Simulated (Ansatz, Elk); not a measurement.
# Bonding as seen by X-rays: SbP

The structure of SbP used here is made up (a known structure type with other elements) and was relaxed beforehand with PBEsol. The aim is the Fourier transform of its all-electron density, F(hkl), set beside the sum over free spherical atoms that refinements use.

Calculated with Elk 11.2.3 (patched build); DFT, PBE, all-electron APW+lo, Dirac cores, scalar-relativistic bands, static density, no spin.

This account leaves out most program logs.

The structure was built from a prototype and need not be the compound's stable phase.

## 1. Starting point

Symmetry: R3m, No. 160, trigonal system. Conventional cell: a = 3.925 Å, b = 3.925 Å, c = 10.082 Å, α = 90.00°, β = 90.00°, γ = 120.00°. Nearest to Sb lie 6 P at 2.64 to 3.02 Å. P has 6 Sb at 2.64 to 3.02 Å nearest. Farther neighbours are not listed.

## 2. Ground state and structure factors

An all-electron density is needed, since X-rays see the cores too. Task 0 finds the density and task 195 Fourier-transforms it; tshift is off so that phases refer to the origin typed.

Input file elk.in:

```
tasks
  0
  195

xctype
  20

spinpol
  .false.

rgkmax
  7.0

gmaxvr
  14.0

lmaxo
  7

lmaxapw
  8

swidth
  0.002

tshift
  .false.

ramdisk
  .false.

hmaxvr
  5.5

maxscl
  120

epspot
  1e-06

sppath
  './'

avec
  3.70837594420 2.14103184935 6.35092999199
  -3.70837594420 2.14103184935 6.35092999199
  0.00000000000 -4.28206369957 6.35092999169

atoms
  2
  'Sb.in'
  1
  0.2375869375 0.2375869375 0.2375869375   0.000000 0.000000 0.000000
  'P.in'
  1
  0.7696797295 0.7696797295 0.7696797295   0.000000 0.000000 0.000000

ngridk
  7 7 7
```

Started as:

```sh
$ OMP_NUM_THREADS=4 elk
```

Wall time 14 s (4 threads of Arm Neoverse V1, shared host); peak memory 0.18 GiB; 39 s of CPU time.

SFACRHO.OUT:

```text

h k l indices transformed by vhmat matrix:
   1.000000000       0.000000000       0.000000000    
   0.000000000       1.000000000       0.000000000    
   0.000000000       0.000000000       1.000000000    

      h      k      l  multipl.   |H|            Re(F)            Im(F)           |F|

      0      0      0      1   0.0000000       65.999999     -0.37736329E-16   65.999999    
     -1     -1     -1      1  0.98933311      -14.499858       31.934977       35.072619    
      1      1      1      1  0.98933311      -14.499858      -31.934977       35.072619    
      0     -1      0      3   1.0323096       4.8393953      -32.069599       32.432683    
      0      1      0      3   1.0323096       4.8393953       32.069599       32.432683    
      1      1      0      3   1.1797979      -52.500675       3.8539166       52.641937    
      0     -1     -1      3   1.1797979      -52.500675      -3.8539166       52.641937    
      1      1      2      3   1.6422433       44.599042      -7.2717069       45.187966    
     -1     -1     -2      3   1.6422433       44.599042       7.2717069       45.187966    
     -1      1      0      6   1.6943226       47.026372      0.37625527E-14   47.026372    
      1      2      2      3   1.9172227       18.728112       26.265832       32.258891    
     -2     -2     -1      3   1.9172227       18.728112      -26.265832       32.258891    
      2      1      0      6   1.9620166      -11.330100      -26.707472       29.011380    
      0     -2     -1      6   1.9620166      -11.330100       26.707472       29.011380    
     -2     -2     -2      1   1.9786662      -37.973708      -10.237074       39.329380    
      2      2      2      1   1.9786662      -37.973708       10.237074       39.329380    
     -1      1      1      3   1.9840343       3.6980167       26.930226       27.182944    
      1     -1     -1      3   1.9840343       3.6980167      -26.930226       27.182944
```

Elk indexes on the primitive cell of elk.in and gives |H| = 4π sin θ/λ in inverse bohr. Below, one row stands for each form hkl of the conventional cell (m members, Friedel mates merged), F is for one primitive cell and the density is static (no thermal factor). Free-atom factors are Waasmaier and Kirfel's, and R is Σm||F|−|F'||/Σm|F|.

```
hkl   m  sin θ/λ (Å⁻¹)  abs F, DFT  neutral atoms   diff.  abs of complex diff.
003   2          0.149      35.073         35.173  -0.100                 0.133
101   6          0.155      32.433         32.558  -0.126                 0.131
012   6          0.177      52.642         52.507  +0.135                 0.152
104   6          0.247      45.188         45.270  -0.082                 0.082
110   6          0.255      47.026         47.090  -0.064                 0.064
015   6          0.288      32.259         32.254  +0.005                 0.070
113  12          0.295      29.011         29.011  +0.000                 0.099
006   2          0.298      39.329         39.470  -0.141                 0.151
021   6          0.298      27.183         27.157  +0.026                 0.142
202   6          0.310      42.728         42.855  -0.127                 0.128
024   6          0.355      38.854         38.745  +0.109                 0.111
107   6          0.377      31.477         31.488  -0.011                 0.034
205   6          0.385      28.073         28.086  -0.014                 0.040
116  12          0.392      34.566         34.550  +0.016                 0.026
211  12          0.392      23.695         23.672  +0.023                 0.023
122  12          0.402      37.735         37.723  +0.011                 0.032
018   6          0.423      30.339         30.349  -0.010                 0.031
214  12          0.437      34.574         34.583  -0.009                 0.024
300   6          0.441      36.179         36.191  -0.011                 0.024
009   2          0.446      31.311         31.308  +0.004                 0.022
027   6          0.455      28.226         28.216  +0.010                 0.014
125  12          0.462      25.186         25.180  +0.006                 0.007
```

## 3. The highest occupied states alone

An energy window below the Fermi level keeps the highest occupied states, to see at which angles they scatter; shallow core shells can lie inside it and anion s states outside. No new self-consistency is needed.

elk.in, as its differences from that of step 2:

```diff
@@ -1,3 +1,2 @@
 tasks
-  0
   195
@@ -40,2 +39,5 @@
 
+wsfac
+  -0.158370 0.582620
+
 sppath
```

Started as:

```sh
$ OMP_NUM_THREADS=4 elk
```

It took 3.7 s on 4 threads; peak memory 0.18 GiB; 5.3 s of CPU time.

States within 12 eV below the Fermi level hold 9.05 electrons; any levels below the window count with the cores. Their amplitudes can exceed the total, where window and core parts have opposite phase:

```
hkl  sin θ/λ (Å⁻¹)  abs F, window  abs F, all
003          0.149          1.084      35.073
101          0.155          0.791      32.433
012          0.177          2.031      52.642
104          0.247          0.295      45.188
110          0.255          0.171      47.026
015          0.288          0.177      32.259
113          0.295          0.185      29.011
006          0.298          0.223      39.329
021          0.298          0.186      27.183
202          0.310          0.249      42.728
```

## 4. Another functional

The difference from free atoms is small, so it is set against the change that PBEsol makes.

elk.in, as its differences from that of step 3:

```diff
@@ -1,2 +1,3 @@
 tasks
+  0
   195
@@ -4,3 +5,3 @@
 xctype
-  20
+  22
 
@@ -39,5 +40,2 @@
 
-wsfac
-  -0.158370 0.582620
-
 sppath
```

Started as:

```sh
$ OMP_NUM_THREADS=4 elk
```

Elapsed: 14 s, on 4 threads; peak memory 0.18 GiB.

Against the first run R = 0.02 %; the largest change is -0.021 at 012.

## 5. Basis size

The basis and the expansions that go with it are enlarged, to see whether the differences are converged.

elk.in, as its differences from that of step 4:

```diff
@@ -5,3 +5,3 @@
 xctype
-  22
+  20
 
@@ -11,12 +11,12 @@
 rgkmax
-  7.0
+  8.5
 
 gmaxvr
-  14.0
+  18.0
 
 lmaxo
-  7
+  9
 
 lmaxapw
-  8
+  10
```

Started as:

```sh
$ OMP_NUM_THREADS=4 elk
```

Wall time 34 s (4 threads); peak memory 0.18 GiB.

Against the first run R = 0.00 %; the largest change is -0.003 at 009.

## 6. Basis size

A smaller basis shows how fast F responds to it; the change is likely larger than the basis error of the first run, but doesn't show convergence.

elk.in, as its differences from that of step 5:

```diff
@@ -11,12 +11,12 @@
 rgkmax
-  8.5
+  5.5
 
 gmaxvr
-  18.0
+  14.0
 
 lmaxo
-  9
+  7
 
 lmaxapw
-  10
+  8
```

Started as:

```sh
$ OMP_NUM_THREADS=4 elk
```

Run time: 12 s. Hardware: 4 threads; peak memory 0.18 GiB.

Against the first run R = 0.01 %; the largest change is +0.021 at 021.

## 7. Settings against the effect

```
                              run  R against the first run (%)  R against neutral atoms, low angle (%)  wall time
                    PBE, rgkmax 7                         0.00                                    0.16       14 s
                           PBEsol                         0.02                                    0.15       14 s
rgkmax 8.5 with larger expansions                         0.00                                    0.16       34 s
                       rgkmax 5.5                         0.01                                    0.18       12 s
```

## 8. Results

```yaml
r_against_neutral_atoms_sin_theta_lambda_0p3_a_minus1: 0.16 %
r_against_neutral_atoms_0p3_to_0p82_a_minus1: 0.10 %
```

Independent neutral atoms miss the calculated amplitudes by R = 0.16 % below 0.3 Å⁻¹ and 0.10 % from there to 0.82 Å⁻¹; by shells, 0.29 % below 0.15 Å⁻¹ (1 form), 0.16 % 0.15 to 0.3 (8 forms), 0.08 % 0.3 to 0.45 (11 forms), 0.11 % above 0.45 (80 forms). Bonding, aspherical density and the tables' own atoms all enter these figures, and the runs don't part them. The largest change of an amplitude is -0.14 electrons, at 006. R counts amplitudes alone; phases shift too. The window's part falls from 9.0 electrons at the origin to at most 0.16 between 0.45 and 0.82 Å⁻¹. Below 0.3 Å⁻¹ the changes that finished (PBEsol, rgkmax 8.5 with larger expansions and rgkmax 5.5) move F by R = 0.03 % at most, against the 0.16 % that separates it from free atoms. The k-mesh has no finished test. Part of the difference isn't bonding: the tables are fits to free atoms and ions calculated by other methods than this functional. Thermal motion, anomalous dispersion and extinction are left out.

[Logs are printed without paths, hosts, clocks, repeated set-up lines and the standing remarks that a program may print on its own settings, such as how far it seeks lower states.]

[Hosts, paths, dates, database ids (printed as entryN), source tags and the programs' standing remarks are cut or masked in the printed files.]
